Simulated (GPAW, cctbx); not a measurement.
## Zr3Tl2: what bonding does to one electron reflection, worked out

Zr3Tl2, P4/mbm (no. 127), a = 7.7978 Å, b = 7.7978 Å, c = 3.8839 Å, α = 90.00°, β = 90.00°, γ = 90.00°.

| atom | mult. | x | y | z |
| --- | --- | --- | --- | --- |
| Tl1 | 4 | 0.8662 | 0.6338 | 0 |
| Zr1 | 4 | 0.6702 | 0.8298 | 1/2 |
| Zr2 | 2 | 1/2 | 1/2 | 0 |

The cell comes from substitution in a known structure type and wasn't matched to any measured phase.

A DFT run (GPAW, PBE, 450 eV, 6×3×3 k-points (along the axes of the calculation cell), Fermi–Dirac width 0.1 eV) gives the static X-ray structure factor of 200 as 38.495 e for the conventional cell; superposed free atoms give 38.383 e. **Problem.** Find the Fourier component V of the crystal potential and the two-beam extinction distance at 120 kV in both cases.

## 1. Geometry

The cell volume is Ω = 236.16 Å³ and d(200) = 3.8989 Å, so g = 1/d = 0.2565 Å⁻¹.

## 2. The nuclei

Electrons feel nuclei as well as electrons, so the nuclear charges are summed with the same phases.

Phase sums Σ exp(2πi h·x), turned so that the total is real and positive: Tl +0.443, Zr +0.152. Then F_Z = 81 × (+0.443) + 40 × (+0.152) = 41.97 e. The electron term has the same sign for this reflection.

## 3. Mott–Bethe

Poisson's equation, term by term, gives V = (e/4πε₀)(F_Z − F)/(πΩg²), with e/4πε₀ = 14.3996 V Å.

The prefactor is 14.3996 × 3.8989²/(π × 236.16) = 0.29503 V per electron. Free atoms: (41.97 − 38.383) × 0.29503 = 1.058 V. Crystal: (41.97 − 38.495) × 0.29503 = 1.025 V. F changes by +0.29 % and V by -3.1 %: the same 0.11 e is measured against F_Z − F = 3.6 e in place of F = 38.4 e.

## 4. Extinction distance

In the two-beam case ξ = 1/(λU) with U = 2γm₀eV/h², that is ξ = 150.41 V Å²/(γλV).

At 120 kV, λ = 0.03349 Å and γ = 1.2348. Free atoms: ξ = 3436 Å. Crystal: ξ = 3547 Å. The thickness fringes go as sin²(πt/ξ), so the two patterns slip by a quarter of a period when t|1/ξ₁ − 1/ξ₀| = 1/4, at t ≈ 2752 nm, thicker than usual samples. Thermal motion, absorption and many-beam coupling, left out here, change a real pattern.

## 5. Answer

V(200) is 1.03 V against 1.06 V, and ξ is 3547 against 3436 Å. Limits: static atoms, two beams.
